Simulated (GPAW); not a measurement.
## Si2MoN4 (MoSi2N4-type monolayer): G0W0 on several meshes in GPAW

Wanted: mesh dependence and cost of G0W0 for Si2MoN4 (MoSi2N4-type monolayer).

Calculated with GPAW 26.7.0; LDA and many-body steps on it, plane waves.

**1. The starting structure**

The cell holds 7 atoms: 1 Mo, 4 N and 2 Si. Cell: a = 2.866 Å, b = 2.866 Å, c = 17.900 Å, α = 90.0°, β = 90.0°, γ = 120.0°. Vacuum lies along c.

Structure file:

```xyz
7
Lattice="2.8663 0.0000 0.0000 -1.4332 2.4823 0.0000 0.0000 0.0000 17.9000" Properties=species:S:1:pos:R:3
Mo    0.0000    0.0000    8.9500
N     0.0000    1.6549   10.1750
N     0.0000    1.6549    7.7250
Si    0.0000    1.6549   11.9105
Si    0.0000    1.6549    5.9895
N     1.4332    0.8274   12.4173
N     1.4332    0.8274    5.4827
```

The structure was relaxed with LDA. The runs that relaxed it are not among those shown.

**2. Empty states on the mesh, 9×9×1 mesh, 216 bands**

This step: GPAW 26.7.0; DFT, LDA, plane waves, PAW.

The sums over transitions need many empty states on a uniform mesh; this step solves for them.

The input, run.py:

```python
import json
import numpy as np
from gpaw.mpi import world
from gpaw import GPAW

calc = GPAW('gs.gpw').fixed_density(kpts={'size': (9, 9, 1), 'gamma': True},
    nbands=252,
    convergence={'bands': 216},
    txt='nscf.txt')
calc.write('full.gpw', mode='all')
res = {}
kpts = calc.get_ibz_k_points()
res['kpts'] = kpts
res['eigenvalues'] = [calc.get_eigenvalues(kpt=k) for k in range(len(kpts))]
res['n_electrons'] = calc.get_number_of_electrons()

if world.rank == 0:
    with open('result.json', 'w') as f:
        json.dump(res, f, default=lambda x: x.tolist())
```

Command:

```
mpirun -n 8 gpaw python run.py
```

Numbers of over 12 decimals in the logs are rounded to 6 here.

What it wrote:

```text
Diagonalizing LCAO Hamiltonian
Converting LCAO to pw mode
convergence criteria:
- Maximum integral of absolute [eigenst]ate change: 4e-08 eV^2 / valence electron
maximum number of iterations: 100

SCF iterations
|iter     |     time |      energy | eigst |  dens |
|iter:   1|  |             | +4.32 |       |
|iter:   2|  |             | +3.13 |       |
|iter:   3|  |             | +2.01 |       |
[...]
|iter:  14|  |             | -6.70 |       |
|iter:  15|  |             | -7.21 |       |
|iter:  16|  |             | -7.56c|       |
SCF steps: 16
  __  _  _
 | _ |_)|_||  |
 |__||  | ||/\| - 26.7.0

Input parameters:
  mode=PW(ecut=600.0),
  convergence={'bands': 216},
  gpts=array([ 18,  18, 105]),
  kpts=MonkhorstPack(size=(9, 9, 1), gamma=True),
  maxiter=100,
  nbands=252,
  occupations=Occupations(name='fermi-dirac', width=0.001, fixmagmom=False),
  parallel={},
  xc=XC(name='LDA')
# Writing to full.gpw (mode='all')
  [... matrices ...]

timing:  # [seconds]
  Total: 0.423  # ━━━━━━━━━━━━━━━━━━━━━━━━━━━━━━━━━━━━━━━━━━━━━━━━━━━━━━━━━━━
```

Wall time 2.2 min (8 MPI ranks of Intel Xeon Platinum 8375C at 2.90GHz (Ice Lake), shared host); peak memory 1.9 GiB; 17 min of CPU time.

Numbers from this step:

* gap: 1.756 eV
* k of the valence top: 0, 0, 0
* k of the conduction bottom: 0.3333, 0.3333, 0
* least direct gap: 2.161 eV
* k points computed: 12
* lowest point of the top converged band, above the valence top: 69.9049 eV

On this mesh the gap is 1.756 eV.

**3. 9×9×1**

G0W0 replaces the xc potential by the self-energy, built once from these orbitals. Only a window of levels is corrected, while the sums run over the empty bands that the input names.

This step: G0W0 on LDA, plane waves, PAW.

The input, run.py:

```python
import json
import numpy as np
from gpaw.mpi import world
from gpaw.response.g0w0 import G0W0

gw = G0W0('full.gpw',
    filename='gw',
    kpts=[0, 6],
    bands=(19, 23),
    ecut=48,
    nbands=96,
    truncation='2D',
    integrate_gamma='sphere',
    q0_correction=True,
    frequencies={'type': 'nonlinear', 'domega0': 0.15, 'omega2': 15.0},
    eta=0.1,
    nblocksmax=True)
gw.calculate()
res = {mode: {k: v for k, v in r.items() if k != 'sigma_eskwn'}
       for mode, r in gw.all_results.items()}

if world.rank == 0:
    with open('result.json', 'w') as f:
        json.dump(res, f, default=lambda x: x.tolist())
```

Command:

```
mpirun -n 8 gpaw python run.py
```

What it wrote:

```text
Using integrator: PointIntegrator
NonLinearFrequencyDescriptor(from 0.000 to 99.497 eV, 178 points)
Nonperiodic BCs:  [False False  True]
Using integrator: PointIntegrator
NonLinearFrequencyDescriptor(from 0.000 to 99.497 eV, 178 points)
Nonperiodic BCs:  [False False  True]
Applying analytical 2D correction to W:
    Evaluating Gamma point contribution to W on a 27x27x1 grid
  ___  _ _ _
 |   || | | |
 | | || | | |
 |__ ||_____|
 |___|

BZ k-points: Symmetries present (total): 12

  [... matrices ...]
81 k-points: 9 x 9 x 1 Monkhorst-Pack grid
12 k-points in the irreducible part of the Brillouin zone
       k-points in crystal coordinates                weights
   0:     0.00000000    0.00000000    0.00000000          1/81
   1:     0.11111111    0.00000000    0.00000000          6/81
   2:     0.22222222   -0.11111111    0.00000000          6/81
   3:     0.22222222    0.00000000    0.00000000          6/81
   4:     0.33333333   -0.11111111    0.00000000         12/81
   5:     0.33333333    0.00000000    0.00000000          6/81
   6:     0.33333333    0.33333333    0.00000000          2/81
   7:     0.44444444   -0.22222222    0.00000000          6/81
   8:     0.44444444   -0.11111111    0.00000000         12/81
   9:     0.44444444    0.00000000    0.00000000          6/81
          ...
  11:     0.44444444    0.44444444    0.00000000          6/81

Distributing spins, k-points and bands (1 x 2 x 4) over 1 process
Number of blocks: 8

Quasi particle states:
k-points (IBZ indices): [0, 6]
Band range: (19, 23)
  [... matrices ...]
Computational parameters:
Plane wave cut-off: 48 eV
Number of bands: 96
Coulomb cutoff: 2D
Broadening: 0.1 eV

fxc modes: GW
Kernel: RPA
Using full-frequency real axis integration
Summing all q:

Calculating screened Coulomb potential
2D Coulomb truncation
NonLinearFrequencyDescriptor(from 0.000 to 99.497 eV, 178 points)
Removing empty qpoint cache files...

Calculating chi0 body with:
    Ground state adapter containing:
    Number of spins: 1
    Number of kpoints: 81
    Number of irreducible kpoints: 12
    Number of completely occupied states: 21
    Number of partially occupied states: 21
    Occupied states memory: 10.901184 M / cpu

    Linear response parametrization:
    q_c: [0.0, 0.0, 0.0]
    Number of frequency points: 178
    Planewave cutoff: 48.0
    Number of bands: 96
    Number of planewaves: 111
    Broadening (eta): 0.1
    comm.size: 8
    kncomm.size: 1
    blockcomm.size: 8

    Memory estimate of potentially large arrays:
        chi0_wGG: 4.183079 M / cpu
Integrating chi0 body.

Symmetries of q_c:
    Direct symmetries (Uq -> q): 12
    Indirect symmetries (TUq -> q): 12
In total 24 allowed symmetries.

  [... matrices ...]
12 groups of equivalent kpoints. 85.185185% reduction.

Integral kind: spectral function
Integrating chi0 head and wings.

Symmetries of q_c:
    Direct symmetries (Uq -> q): 12
    Indirect symmetries (TUq -> q): 12
In total 24 allowed symmetries.

  [... matrices ...]
12 groups of equivalent kpoints. 85.185185% reduction.

Integral kind: spectral function wings

Calculating chi0 body with:
    Ground state adapter containing:
    Number of spins: 1
    Number of kpoints: 81
    Number of irreducible kpoints: 12
    Number of completely occupied states: 21
    Number of partially occupied states: 21
[... the further q-points ...]

Results:
f:      Occupation numbers
eps:     KS-eigenvalues [eV]
vxc:     KS vxc [eV]
exx:     Exact exchange [eV]
sigma:   Self-energies [eV]
dsigma:  Self-energy derivatives
Z:       Renormalization factors
qp:      QP-energies [eV]

k-point 0 (0): (0.000, 0.000, 0.000)                GW
band       f     eps     vxc     exx   sigma  dsigma       Z      qp
                                                                   GW
  19   1.000   0.272 -17.582 -21.218   3.677  -0.303   0.767   0.303
  20   1.000   2.724 -20.240 -21.023   1.785  -0.290   0.775   3.501
  21   0.000   5.601 -20.557 -15.262  -2.742  -0.312   0.762   7.547
  22   0.000   5.602 -20.557 -15.262  -2.742  -0.312   0.762   7.547

k-point 1 (6): (0.333, 0.333, 0.000)                GW
band       f     eps     vxc     exx   sigma  dsigma       Z      qp
                                                                   GW
  19   1.000   0.387 -17.460 -21.048   3.436  -0.296   0.772   0.270
  20   1.000   2.320 -20.307 -20.843   1.668  -0.292   0.774   3.196
  21   0.000   4.481 -21.882 -17.360  -2.026  -0.296   0.772   6.406
  22   0.000   6.966 -22.614 -16.070  -3.842  -0.367   0.731   8.942
```

It took 4.9 min on 8 MPI ranks; peak memory 3.9 GiB; 39 min of CPU time.

Numbers from this step:

```yaml
g0w0_gap_on_the_points_computed: 2.905 eV
least_direct_g0w0_gap_on_the_computed_points: 3.210 eV
z_at_the_valence_top: 0.7754
z_at_the_conduction_bottom: 0.7716
starting_gap_on_the_mesh: 1.756 eV
k_of_the_valence_top: 0, 0, 0
k_of_the_conduction_bottom: 0.3333, 0.3333, 0
```

The gap on the mesh goes from 1.76 eV to 2.90 eV, a correction of +1.15 eV.

**4. Empty states on the mesh, 6×6×1 mesh, 106 bands**

This step: DFT, LDA, plane waves, PAW.

The input, run.py:

```python
import json
import numpy as np
from gpaw.mpi import world
from gpaw import GPAW

calc = GPAW('gs.gpw').fixed_density(kpts={'size': (6, 6, 1), 'gamma': True},
    nbands=123,
    convergence={'bands': 106},
    txt='nscf.txt')
calc.write('full.gpw', mode='all')
res = {}
kpts = calc.get_ibz_k_points()
res['kpts'] = kpts
res['eigenvalues'] = [calc.get_eigenvalues(kpt=k) for k in range(len(kpts))]
res['n_electrons'] = calc.get_number_of_electrons()

if world.rank == 0:
    with open('result.json', 'w') as f:
        json.dump(res, f, default=lambda x: x.tolist())
```

Command:

```
mpirun -n 8 gpaw python run.py
```

What it wrote:

```text
Diagonalizing LCAO Hamiltonian
Converting LCAO to pw mode
convergence criteria:
- Maximum integral of absolute [eigenst]ate change: 4e-08 eV^2 / valence electron
maximum number of iterations: 100

SCF iterations
|iter     |     time |      energy | eigst |  dens |
|iter:   1|  |             | +3.83 |       |
|iter:   2|  |             | +2.59 |       |
|iter:   3|  |             | +1.53 |       |
[...]
|iter:  12|  |             | -7.00 |       |
|iter:  13|  |             | -7.39 |       |
|iter:  14|  |             | -7.96c|       |
SCF steps: 14
  __  _  _
 | _ |_)|_||  |
 |__||  | ||/\| - 26.7.0

Input parameters:
  mode=PW(ecut=600.0),
  convergence={'bands': 106},
  gpts=array([ 18,  18, 105]),
  kpts=MonkhorstPack(size=(6, 6, 1), gamma=True),
  maxiter=100,
  nbands=123,
  occupations=Occupations(name='fermi-dirac', width=0.001, fixmagmom=False),
  parallel={},
  xc=XC(name='LDA')
# Writing to full.gpw (mode='all')
  [... matrices ...]

timing:  # [seconds]
  Total: 0.185  # ━━━━━━━━━━━━━━━━━━━━━━━━━━━━━━━━━━━━━━━━━━━━━━━━━━━━━━━━━━━
```

Elapsed: 30 s, on 8 MPI ranks; peak memory 1.7 GiB; 3.9 min of CPU time.

Numbers from this step:

- gap: 1.756 eV
- k of the valence top: 0, 0, 0
- k of the conduction bottom: 0.3333, 0.3333, 0
- least direct gap: 2.161 eV
- k points computed: 7
- lowest point of the top converged band, above the valence top: 37.78 eV

On this mesh the gap is 1.756 eV.

**5. 6×6×1**

This step: G0W0 on LDA, plane waves, PAW.

The input, run.py:

```python
import json
import numpy as np
from gpaw.mpi import world
from gpaw.response.g0w0 import G0W0

gw = G0W0('full.gpw',
    filename='gw',
    kpts=[0, 4],
    bands=(19, 23),
    ecut=48,
    nbands=96,
    truncation='2D',
    integrate_gamma='sphere',
    q0_correction=True,
    frequencies={'type': 'nonlinear', 'domega0': 0.15, 'omega2': 15.0},
    eta=0.1,
    nblocksmax=True)
gw.calculate()
res = {mode: {k: v for k, v in r.items() if k != 'sigma_eskwn'}
       for mode, r in gw.all_results.items()}

if world.rank == 0:
    with open('result.json', 'w') as f:
        json.dump(res, f, default=lambda x: x.tolist())
```

Command:

```
mpirun -n 8 gpaw python run.py
```

What it wrote:

```text
Using integrator: PointIntegrator
NonLinearFrequencyDescriptor(from 0.000 to 99.497 eV, 178 points)
Nonperiodic BCs:  [False False  True]
Using integrator: PointIntegrator
NonLinearFrequencyDescriptor(from 0.000 to 99.497 eV, 178 points)
Nonperiodic BCs:  [False False  True]
Applying analytical 2D correction to W:
    Evaluating Gamma point contribution to W on a 39x39x1 grid
  ___  _ _ _
 |   || | | |
 | | || | | |
 |__ ||_____|
 |___|

BZ k-points: Symmetries present (total): 12

  [... matrices ...]
36 k-points: 6 x 6 x 1 Monkhorst-Pack grid + [1/12,1/12,0.000000]
7 k-points in the irreducible part of the Brillouin zone
       k-points in crystal coordinates                weights
   0:     0.00000000    0.00000000    0.00000000          1/36
   1:     0.16666667    0.00000000    0.00000000          6/36
   2:     0.33333333   -0.16666667    0.00000000          6/36
   3:     0.33333333    0.00000000    0.00000000          6/36
   4:     0.33333333    0.33333333    0.00000000          2/36
   5:     0.50000000    0.33333333    0.00000000         12/36
   6:     0.50000000    0.50000000    0.00000000          3/36

Distributing spins, k-points and bands (1 x 2 x 4) over 1 process
Number of blocks: 8

Quasi particle states:
k-points (IBZ indices): [0, 4]
Band range: (19, 23)
  [... matrices ...]
Computational parameters:
Plane wave cut-off: 48 eV
Number of bands: 96
Coulomb cutoff: 2D
Broadening: 0.1 eV

fxc modes: GW
Kernel: RPA
Using full-frequency real axis integration
Summing all q:

Calculating screened Coulomb potential
2D Coulomb truncation
NonLinearFrequencyDescriptor(from 0.000 to 99.497 eV, 178 points)
Removing empty qpoint cache files...

Calculating chi0 body with:
    Ground state adapter containing:
    Number of spins: 1
    Number of kpoints: 36
[...]
q_c: [1.3877787807814457e-17, 1.3877787807814457e-17, 0.0]
    Number of frequency points: 178
    Planewave cutoff: 48.0
    Number of bands: 96
    Number of planewaves: 111
    Broadening (eta): 0.1
    comm.size: 8
    kncomm.size: 1
    blockcomm.size: 8

    Memory estimate of potentially large arrays:
        chi0_wGG: 4.183079 M / cpu
Integrating chi0 body.

Symmetries of q_c:
    Direct symmetries (Uq -> q): 12
    Indirect symmetries (TUq -> q): 12
In total 24 allowed symmetries.

  [... matrices ...]
7 groups of equivalent kpoints. 80.555556% reduction.

Integral kind: spectral function
Integrating chi0 head and wings.

Symmetries of q_c:
    Direct symmetries (Uq -> q): 12
    Indirect symmetries (TUq -> q): 12
In total 24 allowed symmetries.

  [... matrices ...]
7 groups of equivalent kpoints. 80.555556% reduction.

Integral kind: spectral function wings

Calculating chi0 body with:
    Ground state adapter containing:
    Number of spins: 1
    Number of kpoints: 36
    Number of irreducible kpoints: 7
    Number of completely occupied states: 21
    Number of partially occupied states: 21
[... the further q-points ...]

Results:
f:      Occupation numbers
eps:     KS-eigenvalues [eV]
vxc:     KS vxc [eV]
exx:     Exact exchange [eV]
sigma:   Self-energies [eV]
dsigma:  Self-energy derivatives
Z:       Renormalization factors
qp:      QP-energies [eV]

k-point 0 (0): (0.000, 0.000, 0.000)                GW
band       f     eps     vxc     exx   sigma  dsigma       Z      qp
                                                                   GW
  19   1.000   0.272 -17.582 -21.214   3.743  -0.307   0.765   0.357
  20   1.000   2.724 -20.240 -21.001   1.840  -0.297   0.771   3.557
  21   0.000   5.601 -20.557 -15.268  -2.787  -0.313   0.762   7.507
[...]
k-point 1 (4): (0.333, 0.333, 0.000)                GW
band       f     eps     vxc     exx   sigma  dsigma       Z      qp
                                                                   GW
[...]
21   0.000   4.481 -21.882 -17.291  -2.165  -0.302   0.768   6.344
  22   0.000   6.966 -22.614 -16.072  -3.882  -0.371   0.730   8.907
```

The job ended after 65 s (8 MPI ranks; peak memory 3.2 GiB).

This step gave:

```yaml
g0w0_gap_on_the_points_computed: 2.787 eV
least_direct_g0w0_gap_on_the_computed_points: 3.102 eV
z_at_the_valence_top: 0.7711
z_at_the_conduction_bottom: 0.7679
starting_gap_on_the_mesh: 1.756 eV
k_of_the_valence_top: 0, 0, 0
k_of_the_conduction_bottom: 0.3333, 0.3333, 0
```

Against G0W0 in GPAW (9×9×1 mesh, 96 bands, screening to 48 eV, full frequency, Hilbert transform), the gap moves by −0.118 eV.

**6. The runs together**

Times are wall times on 8 MPI ranks of Intel Xeon Platinum 8375C at 2.90GHz (Ice Lake), shared host, good to a factor of about two.

| run | mesh | bands | screening cutoff (eV) | DFT gap (eV) | gap on the mesh (eV) | direct (eV) | time |
| --- | --- | --- | --- | --- | --- | --- | --- |
| 9×9×1 | 9×9×1 | 96 | 48 | 1.756 | 2.905 | 3.210 | 4.9 min |
| 6×6×1 | 6×6×1 | 96 | 48 | 1.756 | 2.787 | 3.102 | 65 s |

**7. Summary of results**

- 9×9×1: 2.905 eV
- 6×6×1: 2.787 eV
- known limits: not at the basis limit; no spin-orbit coupling

6×6×1: −0.118 eV against 9×9×1. Bands and cutoff are finite, so the gap is not at the basis limit. The miss can reach some tenths of an eV and take either sign; the mesh is an error of its own. These stock PAW sets were not made for GW. In the G0W0 runs levels were corrected at 2 k points alone, so a gap called «on the mesh» is the least over those, and an edge elsewhere would be missed. The many-body steps are scalar-relativistic: spin-orbit coupling is not in them.

[Paths, hosts, dates, memory and timing lines, banners, echoed tables and standing remarks are left out of the program output.]

[Logs are printed without paths, hosts, clocks, repeated set-up lines and the standing remarks that a program may print on its own settings, such as how far it seeks lower states.]

[Runs of the session that timed out or met a known fault of the program may be left out.]

[Hosts, paths, dates, database ids (printed as entryN), source tags and the programs' standing remarks are cut or masked in the printed files.]
